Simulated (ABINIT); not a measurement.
# SnO2 (Pnnm): G0W0 on several meshes in ABINIT

Aim: the GW shift of SnO2 (Pnnm) against the k mesh.

Method: LDA and many-body steps on it, plane waves, in ABINIT 10.8.3.

This is a report of a sequence of runs, with most program output left out.

## Step 1: Set-up

The structure is orthorhombic, space group Pnnm (No. 58). The conventional cell has a = 4.788 Å, b = 4.867 Å, c = 3.241 Å, α = 90.00°, β = 90.00°, γ = 90.00°. Nearest to Sn lie 6 O at 2.09 to 2.10 Å. O has 3 Sn at 2.09 to 2.10 Å nearest. Farther neighbours and most contacts between anions are not listed.

The cell and positions are those that the Materials Project relaxed with its own functionals (PBE, PBE+U or r2SCAN), kept fixed. This is not the form that SnO2 usually takes at ambient conditions.

## Step 2: Empty states on the mesh, 2×2×4 mesh, 374 bands

This step: ABINIT 10.8.3; DFT, LDA, plane waves, norm-conserving pseudopotentials.

The sums over transitions need many empty states on a uniform mesh; this step solves for them.

File run.abi:

```
acell 3*1.0 Angstrom
rprim 
  4.788004000000 0.000000000000 0.000000000000
  0.000000000000 4.866582000000 0.000000000000
  0.000000000000 0.000000000000 3.240898000000
ntypat 2
znucl 50 8
natom 6
typat 1 1 2 2 2 2
xred 
  0.500000000000 0.500000000000 0.500000000000
  0.000000000000 0.000000000000 0.000000000000
  0.291855000000 0.321042000000 0.000000000000
  0.791855000000 0.178958000000 0.500000000000
  0.208145000000 0.821042000000 0.500000000000
  0.708145000000 0.678958000000 0.000000000000
pp_dirpath "pseudos"
pseudos "Sn.upf, O.upf"
ecut 42
ngkpt 2 2 4
nshiftk 1
shiftk 0 0 0
kptopt 1
chksymbreak 0
iscf -2
irdden 1
istwfk *1
nband 374
nbdbuf 34
tolwfr 1e-09
nstep 60
prtvol 0
indata_prefix "in"
outdata_prefix "out"
tmpdata_prefix "tmp"
```

The run is started by

```bash
$ OMP_NUM_THREADS=1 mpirun -n 8 abinit run.abi > log
```

Elapsed: 4.1 min, on 8 MPI ranks of Arm Neoverse V2, shared host; peak memory 1.1 GiB.

This step gave:

```
gap                                                           : 0.6789 eV
k of the valence top                                          : 0, 0, 0
k of the conduction bottom                                    : 0, 0, 0
least direct gap                                              : 0.6789 eV
k points computed                                             : 12
lowest point of the top converged band, above the valence top : 136.4825 eV
```

On this mesh the gap is 0.679 eV.

The density comes from a self-consistent run that is not shown.

## Step 3: Screening, 2×2×4 mesh, 94 bands, screening to 68.6 eV

The RPA dielectric matrix is built and inverted for each q.

This step: RPA screening on LDA, plane waves, norm-conserving pseudopotentials.

Edit run.abi of step 2 so:

```diff
@@ -24,10 +24,11 @@
 chksymbreak 0
-iscf -2
-irdden 1
 istwfk *1
-nband 374
-nbdbuf 34
-tolwfr 1e-09
-nstep 60
-prtvol 0
+occopt 1
+irdwfk 1
+optdriver 3
+nband 94
+ecuteps 2.52
+inclvkb 2
+awtr 1
+symchi 1
 indata_prefix "in"
```

It took 30 s on 8 MPI ranks; peak memory 3 GiB; 4 min of CPU time.

This step gave:

| Quantity | Value |
| --- | --- |
| ε∞ with local fields, on this mesh, along the program's q direction | 6.824 |
| the same without local fields | 6.976 |
| plasma frequency | 35.24 eV |
| plane waves in the screening matrix | 97 |

Local fields lower ε∞ by 2 %. On a Γ-centred mesh this coarse the value itself is usually too large, while a short band sum pulls it down.

## Step 4: 2×2×4

The self-energy is evaluated for the states that the input lists, and the levels follow from it, in one-shot runs by the linearised quasiparticle equation.

This step: G0W0 on LDA, plane waves, norm-conserving pseudopotentials.

Edit run.abi of step 3 so:

```diff
@@ -27,8 +27,29 @@
 irdwfk 1
-optdriver 3
+optdriver 4
 nband 94
+gwcalctyp 0
+ecutsigx 42
+symsigma 1
+nkptgw 8
+kptgw 
+  0.0000000000 0.0000000000 0.0000000000
+  0.5000000000 0.0000000000 0.0000000000
+  0.0000000000 0.5000000000 0.0000000000
+  0.5000000000 0.5000000000 0.0000000000
+  0.0000000000 0.0000000000 0.5000000000
+  0.5000000000 0.0000000000 0.5000000000
+  0.0000000000 0.5000000000 0.5000000000
+  0.5000000000 0.5000000000 0.5000000000
+bdgw 
+  33 36
+  33 36
+  33 36
+  33 36
+  33 36
+  33 36
+  33 36
+  33 36
 ecuteps 2.52
-inclvkb 2
-awtr 1
-symchi 1
+irdscr 1
+ppmodel 1
 indata_prefix "in"
```

Elapsed: 7.2 s, on 8 MPI ranks; peak memory 1.8 GiB.

Numbers from this step:

```yaml
g0w0_gap_on_the_mesh: 2.009 eV
starting_gap_on_the_mesh: 0.6789 eV
k_of_the_valence_top: 0, 0, 0
k_of_the_conduction_bottom: 0, 0, 0
z_at_the_valence_top: 0.788
z_at_the_conduction_bottom: 0.831
least_direct_g0w0_gap_on_the_computed_points: 2.009 eV
```

The gap on the mesh goes from 0.68 eV to 2.01 eV, a correction of +1.33 eV.

## Step 5: Empty states on the mesh, 2×2×2 mesh, 102 bands

This step: DFT, LDA, plane waves, norm-conserving pseudopotentials.

File run.abi:

```
acell 3*1.0 Angstrom
rprim 
  4.788004000000 0.000000000000 0.000000000000
  0.000000000000 4.866582000000 0.000000000000
  0.000000000000 0.000000000000 3.240898000000
ntypat 2
znucl 50 8
natom 6
typat 1 1 2 2 2 2
xred 
  0.500000000000 0.500000000000 0.500000000000
  0.000000000000 0.000000000000 0.000000000000
  0.291855000000 0.321042000000 0.000000000000
  0.791855000000 0.178958000000 0.500000000000
  0.208145000000 0.821042000000 0.500000000000
  0.708145000000 0.678958000000 0.000000000000
pp_dirpath "pseudos"
pseudos "Sn.upf, O.upf"
ecut 42
ngkpt 2 2 2
nshiftk 1
shiftk 0 0 0
kptopt 1
chksymbreak 0
iscf -2
irdden 1
istwfk *1
nband 102
nbdbuf 8
tolwfr 1e-09
nstep 60
prtvol 0
indata_prefix "in"
outdata_prefix "out"
tmpdata_prefix "tmp"
```

Wall time 20 s (8 MPI ranks); peak memory 0.66 GiB; 2.6 min of CPU time.

Numbers from this step:

| Item | Value |
| --- | --- |
| gap | 0.6789 eV |
| k of the valence top | 0, 0, 0 |
| k of the conduction bottom | 0, 0, 0 |
| least direct gap | 0.6789 eV |
| k points computed | 8 |
| lowest point of the top converged band, above the valence top | 42.86 eV |

On this mesh the gap is 0.679 eV.

## Step 6: Screening, 2×2×2 mesh, 94 bands, screening to 68.6 eV

This step: RPA screening on LDA, plane waves, norm-conserving pseudopotentials.

Edit run.abi of step 5 so:

```diff
@@ -24,10 +24,11 @@
 chksymbreak 0
-iscf -2
-irdden 1
 istwfk *1
-nband 102
-nbdbuf 8
-tolwfr 1e-09
-nstep 60
-prtvol 0
+occopt 1
+irdwfk 1
+optdriver 3
+nband 94
+ecuteps 2.52
+inclvkb 2
+awtr 1
+symchi 1
 indata_prefix "in"
```

Elapsed: 19 s, on 8 MPI ranks; peak memory 2.2 GiB; 2.5 min of CPU time.

Numbers from this step:

| Item | Value |
| --- | --- |
| ε∞ with local fields, on this mesh, along the program's q direction | 9.940 |
| the same without local fields | 10.19 |
| plasma frequency | 35.24 eV |
| plane waves in the screening matrix | 97 |

## Step 7: 2×2×2

This step: G0W0 on LDA, plane waves, norm-conserving pseudopotentials.

Edit run.abi of step 6 so:

```diff
@@ -27,8 +27,29 @@
 irdwfk 1
-optdriver 3
+optdriver 4
 nband 94
+gwcalctyp 0
+ecutsigx 42
+symsigma 1
+nkptgw 8
+kptgw 
+  0.0000000000 0.0000000000 0.0000000000
+  0.5000000000 0.0000000000 0.0000000000
+  0.0000000000 0.5000000000 0.0000000000
+  0.5000000000 0.5000000000 0.0000000000
+  0.0000000000 0.0000000000 0.5000000000
+  0.5000000000 0.0000000000 0.5000000000
+  0.0000000000 0.5000000000 0.5000000000
+  0.5000000000 0.5000000000 0.5000000000
+bdgw 
+  33 36
+  33 36
+  33 36
+  33 36
+  33 36
+  33 36
+  33 36
+  33 36
 ecuteps 2.52
-inclvkb 2
-awtr 1
-symchi 1
+irdscr 1
+ppmodel 1
 indata_prefix "in"
```

Wall time 5.9 s (8 MPI ranks); peak memory 1.5 GiB; 46 s of CPU time.

This step gave:

```
G0W0 gap on the mesh                         : 1.850 eV
starting gap on the mesh                     : 0.6789 eV
k of the valence top                         : 0, 0, 0
k of the conduction bottom                   : 0, 0, 0
Z at the valence top                         : 0.788
Z at the conduction bottom                   : 0.829
least direct G0W0 gap on the computed points : 1.850 eV
```

Against G0W0 in ABINIT (2×2×4 mesh, 94 bands, screening to 68.6 eV, Godby-Needs plasmon pole), the gap moves by −0.159 eV.

## Step 8: The runs together

Times are wall times on 8 MPI ranks of Arm Neoverse V2, shared host, good to a factor of about two. A run's time includes the screening step that it read.

| run | mesh | bands | screening cutoff (eV) | DFT gap (eV) | gap on the mesh (eV) | direct (eV) | ε∞ used | time |
| --- | --- | --- | --- | --- | --- | --- | --- | --- |
| 2×2×4 | 2×2×4 | 94 | 68.6 | 0.679 | 2.009 | 2.009 | 6.82 | 38 s |
| 2×2×2 | 2×2×2 | 94 | 68.6 | 0.679 | 1.850 | 1.850 | 9.94 | 24 s |

## Step 9: Results

```
2×2×4        : 2.009 eV
2×2×2        : 1.850 eV
known limits : not at the basis limit; no spin-orbit coupling; coarse k mesh
```

In words: 2×2×2: −0.159 eV against 2×2×4. Bands and cutoff are finite, so the gap is not at the basis limit. The miss can reach some tenths of an eV and take either sign; the mesh is an error of its own. The 2×2×4 mesh is coarse for this cell, which bears on the long-range parts of exchange and screening. The many-body steps are scalar-relativistic: spin-orbit coupling is not in them.

[Paths, hosts, dates, memory and timing lines, banners, echoed tables and standing remarks are left out of the program output.]

[Logs are printed without paths, hosts, clocks, repeated set-up lines and the standing remarks that a program may print on its own settings, such as how far it seeks lower states.]

[Runs of the session that timed out or met a known fault of the program may be left out.]

[Hosts, paths, dates, database ids (printed as entryN), source tags and the programs' standing remarks are cut or masked in the printed files.]

[G0W0 gaps are taken among the corrected bands and points alone; a level outside them can change the order at an edge.]

[Where Ansatz stands beside ABINIT at settings called matched, ABINIT's density can come from a denser mesh and the files from another edition; pairs whose starting gaps differed by over 0.03 eV were left out, so agreement reads better than it is.]
